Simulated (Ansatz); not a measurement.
# Optical response of HfPI (model structure)

Aim: the dielectric function of HfPI (model structure), and the optical constants that follow from it. The structure is a model built here, which may or may not match a known phase. It was built so: All Br replaced by I and N replaced by P in the R-3m structure of HfBrN.

Method: DFT, PBE, plane-wave PAW, default files, scalar-relativistic, independent-particle optical response without local fields, in Ansatz 0.2.0.

### Step 1. Set-up

Symmetry: R-3m, No. 166, trigonal system. The conventional cell has a = 4.092 Å, b = 4.092 Å, c = 34.282 Å, α = 90.00°, β = 90.00°, γ = 120.00°. Hf has 4 P at 2.41 to 2.43 Å and 3 I at 3.26 Å nearest. I has 3 Hf at 3.26 Å nearest. Nearest to P lie 4 Hf at 2.41 to 2.43 Å. All Br replaced by I and N replaced by P in the R-3m structure of HfBrN. Farther neighbours and most contacts between anions are not listed.

### Step 2. Relaxation

The structure was built or cut out here, so it is relaxed before any spectrum is computed.

This step: DFT, PBE, plane-wave PAW, default files, scalar-relativistic, relaxation (Ansatz 0.2.0).

File input.yaml:

```yaml
crystal:
  lattice:
    - [2.04600265, 1.18126018, 11.42718654]
    - [-2.04600265, 1.18126018, 11.42718654]
    - [0.0, -2.36252036, 11.42718654]
  atoms:
    - { symbol: Hf, position: [0.79076912, 0.79076912, 0.79076912] }
    - { symbol: Hf, position: [0.20923088, 0.20923088, 0.20923088] }
    - { symbol: I, position: [0.60799852, 0.60799852, 0.60799852] }
    - { symbol: I, position: [0.39200148, 0.39200148, 0.39200148] }
    - { symbol: P, position: [0.86176824, 0.86176824, 0.86176824] }
    - { symbol: P, position: [0.13823176, 0.13823176, 0.13823176] }
kpoints:
  mp_grid: { grid: [6, 6, 6] }
scf:
  occupations: { method: fermi_dirac, width: 0.05 }
hamiltonian:
  xc: pbe
  pseudopotentials: { kind: paw }
output:
  forces: true
  stress: true
relax:
  f_tol: 0.02
  max_steps: 50
  cell: {}
```

Launch:

```console
ansatz run input.yaml --threads 2 --pin off --max-ram 5120MiB --backend cpu --events-out ev --progress --plain --runs-dir out
```

Numbers of over 12 decimals in the logs are rounded to 6 here.

What it wrote:

```text
basis.fft_grid_basis auto: the FFT boxes are laid along the combinations [[1, 0, -1], [0, 1, -1], [0, 0, 1]] of the cell's own vectors, 4.092, 4.092 and 11.669 Å long. The dense box has 30×30×80 points. Along the cell's own vectors, as sized, it would have 80×80×80, 7.11 times as many. Of the 12 symmetry operations that the crystal satisfies within crystal.symmetry.tolerance (time reversal apart; of a slab, those tha [...]
Engine: ansatz 0.2.0, aarch64-unknown-linux-gnu
Pseudopotentials: kind: paw
Pseudopotential: Hf, paw, valence charge 26, recommended cutoff 420 eV (normal), Hf.paw.azcp
Pseudopotential: I, paw, valence charge 17, recommended cutoff 420 eV (normal), I.paw.azcp
Pseudopotential: P, paw, valence charge 5, recommended cutoff 420 eV (normal), P.paw.azcp
Functional definition: PBE
  parameter kappa = 0.804
  parameter beta = 0.066725
  exchange = pbe_x(kappa = kappa, mu = beta*pi^2/3)
  correlation = pbe_c(beta = beta)
Crystal: 6 atoms, lattice volume = 165.708 Å³
Basis set: ecut = 420 eV, 3231 PW (Γ), FFT grids on a1−a3, a2−a3, a3, exchange–correlation on 60×60×160 points (8 copies of the dense FFT grid, shifted against one another)
Bands: 58, of which v1, the nominal top of the filled ones, is band 48 counted from 1 (47 counted from 0)
Symmetry: 12 space group operations
Space group: R-3m (ITA 166), of the structure as read, at distance tolerance 5.5e-5 Å
k-points: 32 of 216
Non-local potential: Hf, projectors of the file, l = 0: 3, l = 1: 2, l = 2: 2, l = 3: 3
Non-local potential: I, projectors of the file, l = 0: 2, l = 1: 2, l = 2: 2, l = 3: 2
Non-local potential: P, projectors of the file, l = 0: 2, l = 1: 2, l = 2: 2
PAW form: soft (Blöchl's): semilocal exchange-correlation on the pseudo side does not see the compensation charge
PAW one-centre angular grid: Hf, 590 points (default); XC on 64 Gauss nodes
PAW one-centre angular grid: I, 590 points (default); XC on 64 Gauss nodes
PAW one-centre angular grid: P, 110 points (default); XC on 64 Gauss nodes
Initial density: superposition of atomic densities (neutral atoms: chi_scale 0, normalization atom), corrected by the library's trained network
Initial wavefunctions: pseudopotential atomic-orbital guess
Functional: x = pbe(κ = 0.804, μ = 0.219515), c = pbe(β = 0.066725)
SCF iter   1: F=—  HF=-47983.615290 eV  |F-HF|=—  |Δ(HF+E_count)|=         —  Δρ=3.49e-3  dr2=5.84e-2  ethr=1.77e-3  ⟨swp⟩=7.3  Hψ=7271  notcnv=0  defer=9
preconditioner: auto → Resta (q_TF=auto, 2.491 Å⁻¹)  ε∞=4.8  [insulator: Δε(μ)=0.253 eV  Ē_g=11.390 eV  σ=0.050 eV  W_gap=0.77  n_scr=44 (ndim 8)  ℏωp=22.3 eV  f_vac=0.144  D(μ)=0.10/eV (n_scr^D=0)  ε∞_Penn≈4.8]
SCF iter   2: F=—  HF=-47983.607161 eV  |F-HF|=—  |Δ(HF+E_count)|=   8.13e-3  Δρ=1.68e-3  dr2=4.81e-3  ethr=6.08e-5  ⟨swp⟩=2.0  Hψ=3514  notcnv=0  defer=103
SCF iter   3: F=—  HF=-47983.607528 eV  |F-HF|=—  |Δ(HF+E_count)|=   3.67e-4  Δρ=7.86e-4  dr2=1.36e-3  ethr=5.01e-6  ⟨swp⟩=2.0  Hψ=2648  notcnv=0  defer=103
SCF iter   4: F=—  HF=-47983.607739 eV  |F-HF|=—  |Δ(HF+E_count)|=   2.11e-4  Δρ=2.98e-4  dr2=2.05e-4  ethr=1.41e-6  ⟨swp⟩=2.0  Hψ=3289  notcnv=0  defer=103
SCF iter   5: F=—  HF=-47983.607697 eV  |F-HF|=—  |Δ(HF+E_count)|=   4.17e-5  Δρ=1.00e-4  dr2=2.20e-5  ethr=2.14e-7  ⟨swp⟩=2.0  Hψ=2907  notcnv=0  defer=103
SCF iter   6: F=—  HF=-47983.607698 eV  |F-HF|=—  |Δ(HF+E_count)|=   7.41e-7  Δρ=4.16e-5  dr2=3.38e-6  ethr=2.29e-8  ⟨swp⟩=2.0  Hψ=2717  notcnv=0  defer=103
SCF iter   7: F=—  HF=-47983.607702 eV  |F-HF|=—  |Δ(HF+E_count)|=   4.01e-6  Δρ=9.86e-6  dr2=2.41e-7  ethr=3.52e-9  ⟨swp⟩=2.0  Hψ=3297  notcnv=0  defer=103
SCF iter   8: F=-47983.607702 eV  HF=-47983.607702 eV  |F-HF|=4.03e-8  |Δ(HF+E_count)|=   4.08e-7  Δρ=2.98e-6  dr2=2.13e-8  ethr=1.04e-10  ⟨swp⟩=5.0  Hψ=6621  notcnv=0
SCF 1 converged in 8 iterations: F = -47983.607702 eV  dr2 = 2.13e-8
  greatest PAW one-centre occupation: 0.999 electrons in one spin orbital (limit 2), on the I atom at site 3 (counted from 0), in its partial waves of l = 2
relax step   1: F+E_penalty+E_count = -47983.60770228 eV  Δ(F+E_penalty+E_count) = +0.000e0 eV  max|allowed force component| = 3.065e0 eV/Å  Δτ_max = 0.0000 Å  P = +9.790 GPa  Ω = 165.708 Å³  (8 SCF iters, dr2 threshold 1.00e-7 eV, accepted)
Crystal: 6 atoms, lattice volume = 182.531 Å³
Basis set: ecut = 420 eV, 3525 PW (Γ), FFT grids on a1−a3, a2−a3, a3, exchange–correlation on 60×60×160 points (8 copies of the dense FFT grid, shifted against one another)
Initial density: handed on by an earlier stage of this run
Initial wavefunctions: those handed on with the density
SCF iter   1: F=—  HF=-47986.046545 eV  |F-HF|=—  |Δ(HF+E_count)|=         —  Δρ=2.78e-2  dr2=7.91e0  ethr=3.10e-3  ⟨swp⟩=8.8  Hψ=8469  notcnv=0
preconditioner: auto → Resta (q_TF=auto, 2.451 Å⁻¹)  ε∞=4.6  [insulator: Δε(μ)=0.774 eV  Ē_g=11.173 eV  σ=0.050 eV  W_gap=1.00  n_scr=44 (ndim 8)  ℏωp=21.3 eV  f_vac=0.186  D(μ)=0.00/eV (n_scr^D=0)  ε∞_Penn≈4.6]
SCF iter   2: F=—  HF=-47984.704047 eV  |F-HF|=—  |Δ(HF+E_count)|=    1.34e0  Δρ=8.44e-3  dr2=3.96e-1  ethr=3.10e-3  ⟨swp⟩=3.8  Hψ=2886  notcnv=0  defer=112
SCF iter   3: F=—  HF=-47984.647550 eV  |F-HF|=—  |Δ(HF+E_count)|=   5.65e-2  Δρ=3.85e-3  dr2=1.68e-2  ethr=4.13e-4  ⟨swp⟩=4.3  Hψ=3598  notcnv=0  defer=113
SCF iter   4: F=—  HF=-47984.647298 eV  |F-HF|=—  |Δ(HF+E_count)|=   2.52e-4  Δρ=1.66e-3  dr2=4.53e-3  ethr=1.75e-5  ⟨swp⟩=2.0  Hψ=3619  notcnv=0  defer=115
SCF iter   5: F=—  HF=-47984.646603 eV  |F-HF|=—  |Δ(HF+E_count)|=   6.95e-4  Δρ=4.16e-4  dr2=8.27e-4  ethr=4.72e-6  ⟨swp⟩=2.0  Hψ=2887  notcnv=0  defer=115
SCF iter   6: F=—  HF=-47984.646674 eV  |F-HF|=—  |Δ(HF+E_count)|=   7.02e-5  Δρ=2.16e-4  dr2=1.62e-4  ethr=8.61e-7  ⟨swp⟩=2.0  Hψ=2631  notcnv=0  defer=115
SCF iter   7: F=—  HF=-47984.646804 eV  |F-HF|=—  |Δ(HF+E_count)|=   1.31e-4  Δρ=6.06e-5  dr2=1.71e-5  ethr=1.68e-7  ⟨swp⟩=2.0  Hψ=2752  notcnv=0  defer=115
SCF iter   8: F=—  HF=-47984.646824 eV  |F-HF|=—  |Δ(HF+E_count)|=   2.00e-5  Δρ=1.88e-5  dr2=1.18e-6  ethr=1.78e-8  ⟨swp⟩=2.0  Hψ=2700  notcnv=0  defer=115
SCF iter   9: F=-47984.646827 eV  HF=-47984.646827 eV  |F-HF|=2.58e-7  |Δ(HF+E_count)|=   2.76e-6  Δρ=6.74e-6  dr2=1.05e-7  ethr=6.25e-10  ⟨swp⟩=5.1  Hψ=7549  notcnv=0
SCF 2 converged in 9 iterations: F = -47984.646827 eV  dr2 = 1.05e-7
relax step   2: F+E_penalty+E_count = -47984.64682745 eV  Δ(F+E_penalty+E_count) = -1.039e0 eV  max|allowed force component| = 2.011e-1 eV/Å  Δτ_max = 0.1595 Å  P = +0.296 GPa  Ω = 182.531 Å³  energy of the carried Pulay correction = -3.433e-3 eV  (9 SCF iters, dr2 threshold 6.00e-7 eV, accepted)
Crystal: 6 atoms, lattice volume = 182.105 Å³
Basis set: ecut = 420 eV, 3507 PW (Γ), FFT grids on a1−a3, a2−a3, a3, exchange–correlation on 60×60×160 points (8 copies of the dense FFT grid, shifted against one another)
iter 1 solved again at ethr=2.42e-5 eV; its pass at ethr=3.10e-3 eV (dr2=2.32e-2 eV) is discarded
SCF iter   1: F=—  HF=-47984.666046 eV  |F-HF|=—  |Δ(HF+E_count)|=         —  Δρ=2.99e-3  dr2=2.34e-2  ethr=2.42e-5  ⟨swp⟩=2.2  Hψ=8487  notcnv=0
preconditioner: auto → Resta (q_TF=auto, 2.452 Å⁻¹)  ε∞=4.6  [insulator: Δε(μ)=0.794 eV  Ē_g=11.248 eV  σ=0.050 eV  W_gap=1.00  n_scr=44 (ndim 8)  ℏωp=21.3 eV  f_vac=0.173  D(μ)=0.00/eV (n_scr^D=0)  ε∞_Penn≈4.6]
SCF iter   2: F=—  HF=-47984.660747 eV  |F-HF|=—  |Δ(HF+E_count)|=   5.30e-3  Δρ=1.23e-3  dr2=2.38e-3  ethr=2.42e-5  ⟨swp⟩=2.0  Hψ=3506  notcnv=0
SCF iter   3: F=—  HF=-47984.660347 eV  |F-HF|=—  |Δ(HF+E_count)|=   4.00e-4  Δρ=4.21e-4  dr2=2.03e-4  ethr=2.48e-6  ⟨swp⟩=2.0  Hψ=3198  notcnv=0
SCF iter   4: F=—  HF=-47984.660378 eV  |F-HF|=—  |Δ(HF+E_count)|=   3.16e-5  Δρ=1.35e-4  dr2=4.40e-5  ethr=2.11e-7  ⟨swp⟩=2.0  Hψ=3108  notcnv=0
SCF iter   5: F=—  HF=-47984.660354 eV  |F-HF|=—  |Δ(HF+E_count)|=   2.43e-5  Δρ=4.87e-5  dr2=6.99e-6  ethr=4.58e-8  ⟨swp⟩=2.0  Hψ=3392  notcnv=0
SCF iter   6: F=—  HF=-47984.660355 eV  |F-HF|=—  |Δ(HF+E_count)|=   9.58e-7  Δρ=1.98e-5  dr2=1.67e-6  ethr=7.28e-9  ⟨swp⟩=2.0  Hψ=2776  notcnv=0
SCF iter   7: F=-47984.660356 eV  HF=-47984.660356 eV  |F-HF|=1.67e-7  |Δ(HF+E_count)|=   1.37e-6  Δρ=9.28e-6  dr2=2.07e-7  ethr=6.25e-10  ⟨swp⟩=5.0  Hψ=8059  notcnv=0
SCF 3 converged in 7 iterations: F = -47984.660356 eV  dr2 = 2.07e-7
relax step   3: F+E_penalty+E_count = -47984.66035631 eV  Δ(F+E_penalty+E_count) = -1.353e-2 eV  max|allowed force component| = 1.092e-1 eV/Å  Δτ_max = 0.0250 Å  P = +0.025 GPa  Ω = 182.105 Å³  energy of the carried Pulay correction = -3.350e-3 eV  (7 SCF iters, dr2 threshold 6.00e-7 eV, accepted)
[...]
relax step   4: F+E_penalty+E_count = -47984.67645688 eV  Δ(F+E_penalty+E_count) = -1.610e-2 eV  max|allowed force component| = 7.651e-2 eV/Å  Δτ_max = 0.0736 Å  P = -0.408 GPa  Ω = 180.151 Å³  energy of the carried Pulay correction = -2.968e-3 eV  (8 SCF iters, dr2 threshold 6.00e-7 eV, accepted)
[...]
relax step   5: F+E_penalty+E_count = -47984.67996049 eV  Δ(F+E_penalty+E_count) = -3.504e-3 eV  max|allowed force component| = 4.308e-2 eV/Å  Δτ_max = 0.0430 Å  P = -0.214 GPa  Ω = 181.543 Å³  energy of the carried Pulay correction = -3.241e-3 eV  (8 SCF iters, dr2 threshold 6.00e-7 eV, accepted)
[...]
relax step   6: F+E_penalty+E_count = -47984.68186560 eV  Δ(F+E_penalty+E_count) = -1.905e-3 eV  max|allowed force component| = 1.506e-2 eV/Å  Δτ_max = 0.0408 Å  P = -0.030 GPa  Ω = 182.603 Å³  energy of the carried Pulay correction = -3.447e-3 eV  (8 SCF iters, dr2 threshold 3.06e-7 eV, accepted)
Basis set: ecut = 420 eV, 3543 PW (Γ), FFT grids on a1−a3, a2−a3, a3, exchange–correlation on 60×60×180 points (8 copies of the dense FFT grid, shifted against one another)
Initial wavefunctions: pseudopotential atomic-orbital guess (no wavefunctions were taken with the density)
iter 1 solved again at ethr=6.05e-7 eV; its pass at ethr=3.10e-3 eV (dr2=5.80e-4 eV) is discarded
SCF iter   1: F=—  HF=-47984.658591 eV  |F-HF|=—  |Δ(HF+E_count)|=         —  Δρ=8.40e-4  dr2=6.96e-5  ethr=6.05e-7  ⟨swp⟩=3.8  Hψ=12233  notcnv=0
preconditioner: auto → Resta (q_TF=auto, 2.451 Å⁻¹)  ε∞=4.5  [insulator: Δε(μ)=0.964 eV  Ē_g=11.305 eV  σ=0.050 eV  W_gap=1.00  n_scr=44 (ndim 8)  ℏωp=21.3 eV  f_vac=0.177  D(μ)=0.00/eV (n_scr^D=0)  ε∞_Penn≈4.5]
SCF iter   2: F=—  HF=-47984.674992 eV  |F-HF|=—  |Δ(HF+E_count)|=   1.64e-2  Δρ=4.24e-4  dr2=1.25e-5  ethr=7.25e-8  ⟨swp⟩=3.2  Hψ=3464  notcnv=0
SCF iter   3: F=—  HF=-47984.682467 eV  |F-HF|=—  |Δ(HF+E_count)|=   7.47e-3  Δρ=1.95e-4  dr2=3.16e-6  ethr=1.30e-8  ⟨swp⟩=3.1  Hψ=3339  notcnv=0
SCF iter   4: F=—  HF=-47984.684806 eV  |F-HF|=—  |Δ(HF+E_count)|=   2.34e-3  Δρ=5.07e-5  dr2=7.23e-7  ethr=3.29e-9  ⟨swp⟩=3.0  Hψ=3160  notcnv=0
SCF iter   5: F=—  HF=-47984.685001 eV  |F-HF|=—  |Δ(HF+E_count)|=   1.95e-4  Δρ=9.96e-6  dr2=2.85e-7  ethr=7.54e-10  ⟨swp⟩=2.8  Hψ=3162  notcnv=0
SCF iter   6: F=—  HF=-47984.685006 eV  |F-HF|=—  |Δ(HF+E_count)|=   5.56e-6  Δρ=3.27e-6  dr2=9.50e-8  ethr=2.97e-10  ⟨swp⟩=2.1  Hψ=2776  notcnv=0
SCF iter   7: F=—  HF=-47984.685006 eV  |F-HF|=—  |Δ(HF+E_count)|=   1.73e-7  Δρ=1.40e-6  dr2=2.25e-8  ethr=9.89e-11  ⟨swp⟩=2.1  Hψ=2602  notcnv=0
SCF iter   8: F=—  HF=-47984.685007 eV  |F-HF|=—  |Δ(HF+E_count)|=   1.58e-8  Δρ=5.59e-7  dr2=3.78e-9  ethr=2.34e-11  ⟨swp⟩=2.0  Hψ=2593  notcnv=0
SCF iter   9: F=—  HF=-47984.685007 eV  |F-HF|=—  |Δ(HF+E_count)|=   1.38e-9  Δρ=1.93e-7  dr2=2.10e-10  ethr=3.93e-12  ⟨swp⟩=2.0  Hψ=2816  notcnv=0
SCF iter  10: F=-47984.685007 eV  HF=-47984.685007 eV  |F-HF|=6.55e-11  |Δ(HF+E_count)|=  4.87e-10  Δρ=7.57e-8  dr2=1.31e-11  ethr=1.00e-12  ⟨swp⟩=5.3  Hψ=6926  notcnv=0
SCF 7 converged in 10 iterations: F = -47984.685007 eV  dr2 = 1.31e-11
relax step   7: F+E_penalty+E_count = -47984.68500651 eV  Δ(F+E_penalty+E_count) = -3.141e-3 eV  max|allowed force component| = 1.506e-2 eV/Å  Δτ_max = 0.0000 Å  P = -0.027 GPa  Ω = 182.603 Å³  stress off target by 4.36e-2 GPa  SCF on the basis re-selected at this cell (its energy is not comparable with the rows above)  (10 SCF iters)
basis re-selected at this cell: Δ(F+E_penalty+E_count) = -3.141e-3 eV, ΔP = +0.003 GPa vs the last step (what re-selecting the basis moved, of the pressure what is left beyond the Pulay correction that the steps carried, after the strain that the cell walked since its last selection, with what the two solves' SCF thresholds leave and, on support functions, any second-order correction that the steps lacked; it is no measure of the basis error at this ecutwfc). The dense FFT grid was sized anew with the basis: this SCF ran on 30×30×90 points, the steps before it on 30×30×80, so part of this shift can come from that change (see relax.cell in the input reference). [rest of the remark cut]
SCF converged after 10 iterations
Free energy (F): -47984.685007 eV
Harris-Foulkes:  -47984.685007 eV  (|F-HF|=6.55e-11)
Internal energy: -47984.685000 eV  (E = F + TS)
E sigma→0 (E₀):  -47984.685003 eV
Entropy (-TS):   -0.000006 eV (-0.001 meV/atom)
Fermi energy:    8.975187 eV
--- Per-component energies (eV) ---
  E_band       = -1198.829570
  E_kinetic    = 1361.280839
  E_local      = -22658.757892  (includes V_loc(G=0)·N_el)
  E_nonlocal   = -2601.746563
  E_hartree    = 10803.156520
  E_xc         = -977.810578
  E_vxc        = -909.292338  (∫ρ·V_xc dr)
  E_paw        = -24624.125945  (= ΣΔE_a)
  E_vpaw       = 2003.373145  (= ΣTr[D̂ρ^β])
  E_aug_tail   = 0.000010  (compensation charges beyond the density's cutoff)
  E_ewald      = -9286.681392
  E_smearing   = -0.000006  (= −TS)
  E_closure    = 0.000000  (closes the sum)
  Σ components = -47984.685007   (vs F -47984.685007, Δ=0.00e0)
--- Forces (eV/Å), atoms counted from 1 ---
  atom   1  Hf    -0.00000000    -0.00000000     0.00094282
  atom   2  Hf     0.00000000     0.00000000    -0.00094282
  atom   3  I      0.00000000     0.00000000    -0.00398134
  atom   4  I      0.00000000    -0.00000000     0.00398134
  atom   5  P     -0.00000000    -0.00000000     0.01505714
  atom   6  P      0.00000000     0.00000000    -0.01505714
  max |Σ_I F_I| component: 1.73e-18 eV/Å
--- Stress (GPa, compression-positive) ---
       -0.043602       0.000000       0.000000
        0.000000      -0.043602       0.000000
        0.000000       0.000000       0.006924
  P = ⅓ Tr σ = -0.0268 GPa (-0.268 kbar)
--- Relaxed structure (6 steps of the walk, 6 accepted, 1 SCFs on fresh bases) ---
  F+E_penalty+E_count = -47984.68500651 eV   max|allowed force component| = 1.506e-2 eV/Å   (the final SCF, on the basis selected at the relaxed cell)
  cell:  # Å, volume = 182.6034 Å³
    - [2.101134, 1.213090, 11.940176]
    - [-2.101134, 1.213090, 11.940176]
    - [0, -2.426180, 11.940176]
  atoms:
    - { symbol: Hf, position: [0.785017, 0.785017, 0.785017] }
    - { symbol: Hf, position: [0.214983, 0.214983, 0.214983] }
    - { symbol: I, position: [0.604975, 0.604975, 0.604975] }
    - { symbol: I, position: [0.395025, 0.395025, 0.395025] }
    - { symbol: P, position: [0.859122, 0.859122, 0.859122] }
    - { symbol: P, position: [0.140878, 0.140878, 0.140878] }
```

Wall time 54 s (2 threads of Arm Neoverse V2, shared host); peak memory 0.64 GiB; 1.8 min of CPU time.

The steps of the relaxation:

| step | energy less that of the first step (eV) | largest force component (eV/Å) | pressure (GPa) | volume (Å³) |
| --- | --- | --- | --- | --- |
| 1 | 0.0000 | 3.0653 | 9.79 | 165.71 |
| 2 | -1.0391 | 0.2011 | 0.30 | 182.53 |
| 3 | -1.0527 | 0.1092 | 0.02 | 182.10 |
| 4 | -1.0688 | 0.0765 | -0.41 | 180.15 |
| 5 | -1.0723 | 0.0431 | -0.21 | 181.54 |
| 6 | -1.0742 | 0.0151 | -0.03 | 182.60 |
| 7* | -1.0773 | 0.0151 | -0.03 | 182.60 |

Relaxation steps marked * repeat the geometry before them on a plane-wave basis chosen anew for their cell, so energy and pressure can jump there.

Forces are held to the 12 operations that the run works with; a distortion that breaks them can't arise in this run.

| conventional cell, symmetrised | before | after | change |
| --- | --- | --- | --- |
| a (Å) | 4.092 | 4.202 | +2.7 % |
| b (Å) | 4.092 | 4.202 | +2.7 % |
| c (Å) | 34.282 | 35.821 | +4.5 % |
| volume (Å³/atom) | 27.62 | 30.43 | +10.2 % |

The atoms that moved most (Å, as changes of fractional coordinates times the final cell):

| atom | dx | dy | dz | length |
| --- | --- | --- | --- | --- |
| Hf1 | 0.000 | 0.000 | -0.206 | 0.206 |
| Hf2 | 0.000 | 0.000 | 0.206 | 0.206 |
| I3 | 0.000 | 0.000 | -0.108 | 0.108 |
| I4 | 0.000 | 0.000 | 0.108 | 0.108 |
| P6 | 0.000 | 0.000 | 0.095 | 0.095 |
| P5 | 0.000 | 0.000 | -0.095 | 0.095 |

The relaxed structure:

```xyz
6
Lattice="2.1011 1.2131 11.9402 -2.1011 1.2131 11.9402 0.0000 -2.4262 11.9402" Properties=species:S:1:pos:R:3 pbc="T T T"
Hf    0.0000    0.0000   28.1197
Hf    0.0000    0.0000    7.7008
I     0.0000    0.0000   21.6705
I     0.0000    0.0000   14.1500
P     0.0000    0.0000   30.7742
P     0.0000    0.0000    5.0463
```

The relaxation ends with a largest force component of 0.015 eV/Å and a pressure of -0.03 GPa.

(Continued in part 2 of 3.)

[Logs are printed without paths, hosts, clocks, repeated set-up lines and the standing remarks that a program may print on its own settings, such as how far it seeks lower states.]

[Hosts, paths, dates, database ids (printed as entryN), source tags and the programs' standing remarks are cut or masked in the printed files.]
